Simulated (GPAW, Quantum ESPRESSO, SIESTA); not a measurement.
# Deformation of the band gap of diamond Si under volume change, QE, PBE

Calculated with Quantum ESPRESSO 7.5: PBE; plane waves, GBRV 1.5 ultrasoft, 45/270 Ry; k-mesh 7×7×7. The volume is changed from typed lattice constants. The typed cell is scaled evenly, with no relaxation, and each row is a single point. The gap is that between the highest filled and lowest empty Kohn-Sham level on the mesh.

```
volume change (%)  gap on the mesh (eV)
               -8                0.4584
               -6                     ?
               -4                0.5419
               -2                0.5802
                0                0.6165
               +2                0.6507
               +4                 0.683
               +6                0.7134
               +8                0.7421
```

**Question.** Fit a second-order form in the logarithmic strain to the rows given and interpolate to the withheld row.

Worked fit:

With u = ln[(1 + ε)/(1 + ε0)], counted from the row at ε0 = +0 % where y0 = 0.6165, a second-order form y = y0 + a u + b u² makes v = (y − y0)/u a line in u.

```
         u        v
-0.0833816  1.89610
-0.0408220  1.82745
-0.0202027  1.79679
 0.0198026  1.72704
 0.0392207  1.69553
 0.0582689  1.66298
 0.0769610  1.63199
```

With n = 7: mean u = 0.00712100, mean v = 1.74827, Σ(u − ū)² = 0.019921, Σ(u − ū)(v − v̄) = -0.032946. Slope b = -0.032946 / 0.019921 = -1.6538; intercept a = v̄ − b ū = 1.7600.

At the withheld row u = -0.06188, v = a + b u = 1.862, and y = y0 + u v.

Prediction at -6: 0.5013 eV. The run gave 0.5015 eV, so the fit is low by 2.4e-4 eV (0.047 % of the value).

The first-order term, +1.76 eV per unit of ln V, is the slope of the fitted parabola at ε0; it is a deformation potential only where one valley holds the gap over the whole range, and a kink or a flat stretch in the table makes it differ from the local slope. The second-order term makes up 5.5 % of v at the withheld row. Among the rows given, the largest miss of the fit is at -8, by 1.5e-4 eV (0.054 % of the range of the table).

Limits: The nuclei are static. The DFT runs use Fermi–Dirac occupations of width 0.01 eV, and energies are free energies. The mesh holds the band edges only if they lie on it, and semilocal functionals put gaps under measured ones.

[Logs are printed without paths, hosts, clocks, repeated set-up lines and the standing remarks that a program may print on its own settings, such as how far it seeks lower states.]

[Hosts, paths, dates, database ids (printed as entryN), source tags and the programs' standing remarks are cut or masked in the printed files.]
